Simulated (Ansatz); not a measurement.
## Ti (Im-3m, 1 atom in the cell): converging a phonon calculation

Wanted: convergence of the phonons of Ti (Im-3m, 1 atom in the cell) against cost.

Calculated with Ansatz 0.2.0; DFT PBEsol, scalar-relativistic, plane waves, PAW.

This is not the structure that Ti takes at ambient pressure and room temperature (hexagonal, No. 194); it is a model or a phase of other conditions.

## 1. Set-up

It takes space group Im-3m (No. 229, cubic). Conventional cell: a = 3.210 Å, b = 3.210 Å, c = 3.210 Å, α = 90.00°, β = 90.00°, γ = 90.00°. Nearest to Ti lie 8 Ti at 2.78 Å.

As a file:

```cif
data_structure
_symmetry_space_group_name_H-M 'Im-3m'
_symmetry_Int_Tables_number 229
_cell_length_a 3.2102
_cell_length_b 3.2102
_cell_length_c 3.2102
_cell_angle_alpha 90.000
_cell_angle_beta 90.000
_cell_angle_gamma 90.000
_cell_volume 33.08
loop_
_atom_site_label
_atom_site_type_symbol
_atom_site_symmetry_multiplicity
_atom_site_Wyckoff_symbol
_atom_site_fract_x
_atom_site_fract_y
_atom_site_fract_z
_atom_site_occupancy
Ti1 Ti 2 a 0.00000 0.00000 0.00000 1
```

## 2. Relaxing to small forces for the phonons

Phonons need a cell at rest on their own settings, so the relaxation is repeated with tight tolerances on forces and stress, using the mesh and the filling of the phonon run that follows.

input.yaml

```yaml
crystal:
  lattice:
    - [-1.6051160627, 1.6051160627, 1.6051160627]
    - [1.6051160627, -1.6051160627, 1.6051160627]
    - [1.6051160627, 1.6051160627, -1.6051160627]
  atoms:
    - { symbol: Ti, position: [0.0, 0.0, 0.0] }
kpoints:
  mp_grid: { grid: [20, 20, 20] }
hamiltonian:
  xc: pbesol
scf:
  occupations: { method: methfessel_paxton, width: 0.15 }
output:
  forces: true
  stress: true
  eigenvalues: true
relax:
  adjacent_minimum: "off"
  f_tol: 0.001
  max_steps: 60
  cell: { stress_tol: 0.01 }
```

Run with:

```sh
> ansatz run input.yaml --threads 4 --pin off --max-ram 7168MiB --backend cpu --events-out ev --progress --plain --runs-dir out
```

Numbers of over 12 decimals in the logs are rounded to 6 here.

The log of the run:

```text
Engine: ansatz 0.2.0, aarch64-unknown-linux-gnu
Pseudopotentials: kind: paw
Pseudopotential: Ti, paw, valence charge 12, recommended cutoff 420 eV (normal), Ti.paw.azcp
Functional definition: PBEsol
  exchange = pbesol_x
  correlation = pbesol_c
Crystal: 1 atoms, lattice volume = 16.542 Å³
[...]
--- Relaxed structure (3 steps of the walk, 3 accepted, 1 SCFs on fresh bases) ---
  F+E_penalty+E_count = -2473.79237484 eV   max|allowed force component| = 0.000e0 eV/Å   (the final SCF, on the basis selected at the relaxed cell)
  cell:  # Å, volume = 16.5181 Å³
    - [-1.604353, 1.604353, 1.604353]
    - [1.604353, -1.604353, 1.604353]
    - [1.604353, 1.604353, -1.604353]
  atoms:
    - { symbol: Ti, position: [0.0, 0.0, 0.0] }
[key lines of the parts left out:]
SCF converged after 5 iterations
Free energy (F): -2473.792375 eV
Fermi energy:    13.790058 eV
P = ⅓ Tr σ = -0.0008 GPa (-0.008 kbar)
```

Run time: 3.1 s. Hardware: 4 threads of Arm Neoverse V1, shared host; peak memory 0.35 GiB; 11 s of CPU time.

Little changed from the start: no atom moved by 0.005 Å and no cell edge by 0.1 %.

This step gave:

```yaml
pressure: -7.95e-4 GPa
volume_per_atom: 16.52 Å³
gap_on_the_k_mesh: 0 eV
```

The forces vanish by symmetry and the pressure is -0.001 GPa, within the tolerances set. The cell now holds 16.52 Å³/atom.

## 3. Phonons on a q mesh

Stability and thermal properties need the whole zone. Linear response on a 4×4×4 q mesh gives force constants as far as a supercell of that size would.

input.yaml

```yaml
crystal:
  lattice:
    - [-1.6043528686, 1.6043528686, 1.6043528686]
    - [1.6043528686, -1.6043528686, 1.6043528686]
    - [1.6043528686, 1.6043528686, -1.6043528686]
  atoms:
    - { symbol: Ti, position: [0.0, 0.0, 0.0] }
kpoints:
  mp_grid: { grid: [20, 20, 20] }
hamiltonian:
  xc: pbesol
scf:
  occupations: { method: methfessel_paxton, width: 0.15 }
output:
  eigenvalues: true
phonons:
  method: dfpt
  qmesh: [4, 4, 4]
  temperatures: { t_max: 1000, t_step: 50 }
  qpath:
    path:
      - [[0.0, 0.0, 0.0], [0.5, -0.5, 0.5], [0.0, 0.0, 0.5], [0.0, 0.0, 0.0], [0.25, 0.25, 0.25], [0.5, -0.5, 0.5]]
      - [[0.25, 0.25, 0.25], [0.0, 0.0, 0.5]]
    npoints: 10
```

The log of the run:

```text
[...]
Crystal: 1 atoms, lattice volume = 16.518 Å³
Basis set: ecut = 420 eV, 321 PW (Γ), exchange–correlation on 40×40×40 points (8 copies of the dense FFT grid, shifted against one another)
Bands: 10, of which v1, the nominal top of the filled ones, is band 6 counted from 1 (5 counted from 0)
Symmetry: 48 space group operations
k-points: 256 of 8000
[...]
SCF iter   1: F=—  HF=-2473.793466 eV  |F-HF|=—  |Δ(HF+E_count)|=         —  Δρ=5.28e-3  dr2=2.67e-3  ethr=1.77e-3  ⟨swp⟩=4.4  Hψ=13246  notcnv=0
[...]
SCF iter   7: F=-2473.792375 eV  HF=-2473.792375 eV  |F-HF|=4.55e-13  |Δ(HF+E_count)|=  1.14e-11  S|Δr|=    0.00e0  Δρ=6.59e-8  dr2=6.63e-13  ethr=1.00e-12  ⟨swp⟩=4.8  Hψ=8881  notcnv=0
SCF 1 converged in 7 iterations: F = -2473.792375 eV  dr2 = 6.63e-13
[...]
NSCF: frozen V_eff on 256 k-points
[...]
DFPT response loops at q = (0, 0, 0) (fractional): preconditioner auto → Kerker (q_TF=auto, 2.587 Å⁻¹) (partly filled bands, converged f_vac=0.000); β = 1.00, the filter's whole step (`scf.mixing.beta` (0.50) is not read by the response loops under this deck's `scf.mixing.preconditioner`; to damp them name `kerker` or `kerker_dos`, under which they read `scf.mixing.beta`, and type it under 1.00, their step now; both keys bind the ground state too); Broyden in place of MSR1
[...]
SCF converged after 7 iterations
[...]
Free energy (F): -2473.792375 eV
[...]
Internal energy: -2473.792593 eV  (E = F + TS)
E sigma→0 (E₀):  -2473.792429 eV
Entropy (-TS):   0.000218 eV (0.218 meV/atom)
Fermi energy:    13.790058 eV
[...]
--- Band table (eV; the first three rows and the last of 256) ---
[...]
--- Phonons (Γ-DFPT): 1 representative perturbation + reference (Σ response iterations 3) ---
  ASR residual: 2.826e-5 → 0.000e0 eV/Å²; symmetrization residual: 5.960e-13 eV/Å²
  ASR residual per site (eV/Å²): 2.83e-5
  Γ frequencies (cm⁻¹): 0.00 0.00 0.00
--- Phonons (arbitrary-q DFPT): 8 irreducible q on the 4×4×4 mesh ---
  q = [0.0000, 0.0000, 0.0000] (star 1, of the zone-centre solve; hermiticity 8.31e-9, symmetrization 1.90e-8): -0.00 -0.00 0.00
  q = [0.0000, 0.0000, 0.2500] (star 12, 2 solved perturbations in 6410 linear systems a pass and spin channel, the states on 4200 of 8000 k-point pairs; hermiticity 3.69e-13, symmetrization 3.12e-13): -79.08 93.03 164.04
[...]
q = [0.2500, 0.2500, 0.2500] (star 2, 1 solved perturbation on 1116 of 8000 k-point pairs; hermiticity 4.55e-13, symmetrization 1.53e-12): -103.94 -103.94 -103.94
[...]
sum rule: each row above includes the acoustic sum rule's correction from the zone centre's row sums; it moved no ω² by more than (0.40 cm⁻¹)²
  mesh force constants: q→R imaginary residual 0.00e0; ASR residual 2.826e-5 → 0.000e0 eV/Å²; symmetrization residual 1.110e-15 eV/Å²
  interpolated dispersion: 62 rows × 3 modes
  density of states and harmonic sums: on the 28×28×28 q-mesh, interpolated from the force constants of a 4×4×4 supercell (no non-analytic term)
  largest difference from the sums on the solved wave vectors: F 2.34e-2 eV, S 2.98e-5 and C_V 6.49e-6 eV/K
  zero-point energy: 0.020797 eV/cell   skipped modes (ω ≤ 0): 444, of them read as no rigid motion or as one in doubt: 441 (7.221e-1 modes/cell left out, lowest -167.75 cm⁻¹)   left out of the sums: 2.41e-1 of the cell's modes: C_V's classical limit lies that fraction below 3 k_B per atom; for a crystal, a wire or a layer, F and S can be off by more, and a phonons.interpolated_qmesh denser along its periods is the remedy for the sampling
```

It took 2.2 min on 4 threads; peak memory 3.5 GiB.

Numbers from this step:

| Quantity | Value |
| --- | --- |
| sum-rule residual before enforcement | 2.83e-5 eV/Å² |
| lowest frequency on the path | -167.8 cm⁻¹ |
| highest frequency on the path or at a solved wavevector | 223.3 cm⁻¹ |
| lowest mode on the q mesh (acoustic modes at Γ apart) | -164.9 cm⁻¹ |

Frequencies (cm⁻¹) solved at each irreducible wavevector; negative means imaginary. Frequencies by wavevector, by row:

```
q in reciprocal lattice units  star  mode 1  mode 2  mode 3
                        0 0 0     1       0       0       0
                     0 0 0.25    12   -79.1      93     164
                     0 0 -0.5     6  -164.9   151.3   156.6
                  0 0.25 0.25    24  -104.5    75.6   189.3
               0.25 0.25 0.25     2  -103.9  -103.9  -103.9
              0.25 0.25 -0.25     6     125   152.4   152.4
               0.25 -0.5 -0.5    12   169.6   200.6   201.2
               -0.5 -0.5 -0.5     1   223.3   223.3   223.3
```

Interpolated from a 4×4×4 q mesh. The phonon branches at the labelled points (cm⁻¹):

```
    point  branch 1  branch 2  branch 3
        Γ         0         0         0
  halfway       125       152       152
        H       223       223       223
  halfway       170       201       201
        N      -165       151       157
  halfway       -79        93       164
        Γ         0         0         0
  halfway       -87       -87       207
        P      -104      -104      -104
  halfway       144       181       181
        H       223       223       223
jump to P      -104      -104      -104
  halfway      -167        96       137
        N      -165       151       157
```

The phonon branches as a text plot (rows in cm⁻¹):

```
    215 |         *******                   *          ****
    199 |        *      **                 *          *
    183 |       **        *               *  *       **
    166 |                * ** ****
    150 |     ***           ***   *      *    *     **        ***
    134 |                      **
    117 |   ****          *        *               *         **
    101 |  *                     *      *                   *
     85 |   *                       *
     68 |                         *            *  * *        *
     52 | **                       * * *
     36 | *                         *
     20 |                            * **
      3 |*                           **
    -13 |                           *
    -29 |                          *     *
    -46 |                         *                         *
    -62 |                                 *      *         *
    -78 |                        *
    -94 |                                  *       *       *
   -111 |                  *                *   *
   -127 |                       *            ***           *
   -143 |                      *                 **
   -160 |                   ***                             *****
         Γ           H       N        Γ         P        H|P    N
```

Symmetry leaves 8 wavevectors to solve. The lowest mode among them, the acoustic zeros apart, lies at q = (0, 0, -0.5) and is imaginary, 164.9i cm⁻¹, so the energy falls along it.

## 4. Another q mesh, q mesh 2×2×2

The q mesh is changed to 2×2×2, to see how far the force constants must reach.

input.yaml, as its differences from that of step 3:

```diff
@@ -17,3 +17,3 @@
   method: dfpt
-  qmesh: [4, 4, 4]
+  qmesh: [2, 2, 2]
   temperatures: { t_max: 1000, t_step: 50 }
```

The log of the run:

```text
[...]
Crystal: 1 atoms, lattice volume = 16.518 Å³
Basis set: ecut = 420 eV, 321 PW (Γ), exchange–correlation on 40×40×40 points (8 copies of the dense FFT grid, shifted against one another)
Bands: 10, of which v1, the nominal top of the filled ones, is band 6 counted from 1 (5 counted from 0)
Symmetry: 48 space group operations
k-points: 256 of 8000
[...]
SCF iter   1: F=—  HF=-2473.793466 eV  |F-HF|=—  |Δ(HF+E_count)|=         —  Δρ=5.28e-3  dr2=2.67e-3  ethr=1.77e-3  ⟨swp⟩=4.4  Hψ=13246  notcnv=0
[...]
SCF iter   7: F=-2473.792375 eV  HF=-2473.792375 eV  |F-HF|=4.55e-13  |Δ(HF+E_count)|=  1.14e-11  S|Δr|=    0.00e0  Δρ=6.59e-8  dr2=6.63e-13  ethr=1.00e-12  ⟨swp⟩=4.8  Hψ=8881  notcnv=0
SCF 1 converged in 7 iterations: F = -2473.792375 eV  dr2 = 6.63e-13
[...]
SCF converged after 7 iterations
[...]
Free energy (F): -2473.792375 eV
[...]
Internal energy: -2473.792593 eV  (E = F + TS)
E sigma→0 (E₀):  -2473.792429 eV
Entropy (-TS):   0.000218 eV (0.218 meV/atom)
Fermi energy:    13.790058 eV
[...]
--- Band table (eV; the first three rows and the last of 256) ---
[...]
ASR residual: 2.826e-5 → 0.000e0 eV/Å²; symmetrization residual: 5.960e-13 eV/Å²
  ASR residual per site (eV/Å²): 2.83e-5
  Γ frequencies (cm⁻¹): 0.00 0.00 0.00
--- Phonons (arbitrary-q DFPT): 3 irreducible q on the 2×2×2 mesh ---
[...]
interpolated dispersion: 62 rows × 3 modes
[...]
```

Run time: 20 s. Hardware: 4 threads; peak memory 1.2 GiB; 74 s of CPU time.

Numbers from this step:

| Quantity | Value |
| --- | --- |
| lowest frequency on the path | -164.9 cm⁻¹ |

Frequencies (cm⁻¹) solved at each irreducible wavevector; negative means imaginary. Frequencies by wavevector, by row:

| q in reciprocal lattice units | star | mode 1 | mode 2 | mode 3 |
| --- | --- | --- | --- | --- |
| 0 0 0 | 1 | 0 | 0 | 0 |
| 0 0 -0.5 | 6 | -164.9 | 151.3 | 156.6 |
| -0.5 -0.5 -0.5 | 1 | 223.3 | 223.3 | 223.3 |

Interpolated from a 2×2×2 q mesh, rough between the solved points. The phonon branches at the labelled points (cm⁻¹):

```
    point  branch 1  branch 2  branch 3
        Γ         0         0         0
  halfway       -18       155       155
        H       223       223       223
  halfway       106       191       193
        N      -165       151       157
  halfway      -117       107       111
        Γ         0         0         0
  halfway       -82       -82       144
        P       -48       -48       -48
  halfway        42       171       171
        H       223       223       223
jump to P       -48       -48       -48
  halfway      -142       101       128
        N      -165       151       157
```

The phonon branches as a text plot (rows in cm⁻¹):

```
    215 |         ******                                ***
    199 |        *    * **                             **
    183 |       * *    * **                           *
    167 |                  *                         * *
    151 |     ** *      *   ****           **       *          **
    134 |    *                  *         *  *                *
    118 |                        *            *    *  *      **
    102 |   *   *        *       *       *                  *
     86 |                         *            *  *          *
     70 |  *                       *    *
     53 |                           *            *          *
     37 | *                            *             *     *
     21 |                            *
      5 |*                            *
    -11 |     **
    -27 | *               *          * *
    -44 |                           *   *       *          *
    -60 |  *                             *
    -76 |   **                     *      **   *           *
    -92 |                         *         ***  *  *
   -108 |                                         **
   -124 |                        *                          **
   -141 |                  *    *
   -157 |                   ****                              ***
         Γ           H       N        Γ         P        H|P    N
```

On this path the spectrum ends at 223 cm⁻¹ (at H). A branch goes imaginary (drawn negative), down to -165 cm⁻¹ at N, so this structure is not a minimum of the harmonic energy.

## 5. Another q mesh, k-mesh 21×21×21, q mesh 3×3×3

The q mesh is changed to 3×3×3, to see how far the force constants must reach; the k mesh is 21×21×21, against 20×20×20 in the base run, so that the q mesh divides it.

input.yaml, as its differences from that of step 4:

```diff
@@ -8,3 +8,3 @@
 kpoints:
-  mp_grid: { grid: [20, 20, 20] }
+  mp_grid: { grid: [21, 21, 21] }
 hamiltonian:
@@ -17,3 +17,3 @@
   method: dfpt
-  qmesh: [2, 2, 2]
+  qmesh: [3, 3, 3]
   temperatures: { t_max: 1000, t_step: 50 }
```

The log of the run:

```text
[...]
Crystal: 1 atoms, lattice volume = 16.518 Å³
Basis set: ecut = 420 eV, 321 PW (Γ), exchange–correlation on 40×40×40 points (8 copies of the dense FFT grid, shifted against one another)
Bands: 10, of which v1, the nominal top of the filled ones, is band 6 counted from 1 (5 counted from 0)
Symmetry: 48 space group operations
k-points: 286 of 9261
[...]
E sigma→0 (E₀):  -2473.792680 eV
Entropy (-TS):   0.000484 eV (0.484 meV/atom)
Fermi energy:    13.790400 eV
[...]
--- Band table (eV; the first three rows and the last of 286) ---
[...]
ASR residual: 4.209e-5 → 0.000e0 eV/Å²; symmetrization residual: 7.579e-13 eV/Å²
  ASR residual per site (eV/Å²): 4.21e-5
  Γ frequencies (cm⁻¹): 0.00 0.00 0.00
--- Phonons (arbitrary-q DFPT): 4 irreducible q on the 3×3×3 mesh ---
[...]
interpolated dispersion: 62 rows × 3 modes
[...]
[key lines of the parts left out:]
SCF converged after 7 iterations
Free energy (F): -2473.792559 eV
```

The job ended after 69 s (4 threads; peak memory 2.3 GiB; 4.3 min of CPU time).

## 6. Another q mesh, k-mesh 24×24×24, q mesh 6×6×6

The q mesh is changed to 6×6×6, to see how far the force constants must reach; the k mesh is 24×24×24, against 20×20×20 in the base run, so that the q mesh divides it.

input.yaml, as its differences from that of step 5:

```diff
@@ -8,3 +8,3 @@
 kpoints:
-  mp_grid: { grid: [21, 21, 21] }
+  mp_grid: { grid: [24, 24, 24] }
 hamiltonian:
@@ -17,3 +17,3 @@
   method: dfpt
-  qmesh: [3, 3, 3]
+  qmesh: [6, 6, 6]
   temperatures: { t_max: 1000, t_step: 50 }
```

The log of the run:

```text
[...]
Crystal: 1 atoms, lattice volume = 16.518 Å³
Basis set: ecut = 420 eV, 321 PW (Γ), exchange–correlation on 40×40×40 points (8 copies of the dense FFT grid, shifted against one another)
Bands: 10, of which v1, the nominal top of the filled ones, is band 6 counted from 1 (5 counted from 0)
Symmetry: 48 space group operations
k-points: 413 of 13824
[...]
ASR residual: 2.459e-5 → 0.000e0 eV/Å²; symmetrization residual: 6.364e-13 eV/Å²
  ASR residual per site (eV/Å²): 2.46e-5
  Γ frequencies (cm⁻¹): 0.00 0.00 0.00
--- Phonons (arbitrary-q DFPT): 16 irreducible q on the 6×6×6 mesh ---
[...]
q = [0.0000, 0.1667, 0.3333] (star 48, 3 solved perturbations on 13824 of 13824 k-point pairs: no pair is spared here; hermiticity 9.37e-6, symmetrization 1.81e-17): -118.59 121.99 184.46
[...]
interpolated dispersion: 62 rows × 3 modes
[...]
[key lines of the parts left out:]
SCF converged after 7 iterations
Free energy (F): -2473.792695 eV
Fermi energy:    13.790457 eV
```

Elapsed: 18 min, on 4 threads; peak memory 4.3 GiB; 68 min of CPU time.

## 7. The series together

Times are for 4 threads of Arm Neoverse V1, shared host. The runs compared:

```
no.  q mesh    k-mesh  lowest frequency on the path (cm⁻¹)    time  memory (GiB)
  1   2×2×2  20×20×20                               -164.9    20 s           1.2
  2   3×3×3  21×21×21                               -150.1    69 s           2.3
  3   6×6×6  24×24×24                               -162.5  18 min           4.3
```

The runs together. The phonon density of states by wavenumber; read off at these points; values in 1/cm⁻¹/cell:

```
wavenumber (cm⁻¹)  2×2×2, 20×20×20  3×3×3, 21×21×21  6×6×6, 24×24×24
             -168                0                -                -
             -152          0.00518                -          0.00192
             -142          0.00737          0.00567          0.00352
             -128           0.0120          0.00773          0.00697
             -122           0.0155           0.0104          0.00872
             -112           0.0113           0.0101          0.00809
             -102          0.00868          0.00851          0.00787
              -88          0.00599          0.00688          0.00623
              -72          0.00365          0.00532          0.00528
              -58          0.00249          0.00389          0.00418
              -48            0.002          0.00299          0.00355
              -32          0.00138          0.00238          0.00288
              -18          0.00123          0.00215          0.00235
               -8          0.00122          0.00211          0.00221
                8          0.00131          0.00212          0.00218
               22          0.00161          0.00236           0.0025
               32          0.00193          0.00247          0.00288
               48          0.00288          0.00324          0.00393
               62          0.00438          0.00459          0.00526
               72          0.00546          0.00556          0.00616
               88          0.00723          0.00734          0.00716
              102          0.00939          0.00925          0.00797
              112           0.0112           0.0117          0.00869
              128           0.0150           0.0104           0.0103
              142           0.0231           0.0106           0.0123
              152           0.0344           0.0114           0.0142
              158           0.0267           0.0119           0.0153
              168           0.0172           0.0138           0.0162
              182           0.0118           0.0226           0.0191
              198          0.00819           0.0195           0.0227
              208          0.00598          0.00869           0.0180
              222           9.7e-4          0.00498          0.00767
```

(Continued in part 2 of 3.)

[Logs are printed without paths, hosts, clocks, repeated set-up lines and the standing remarks that a program may print on its own settings, such as how far it seeks lower states.]

[Hosts, paths, dates, database ids (printed as entryN), source tags and the programs' standing remarks are cut or masked in the printed files.]
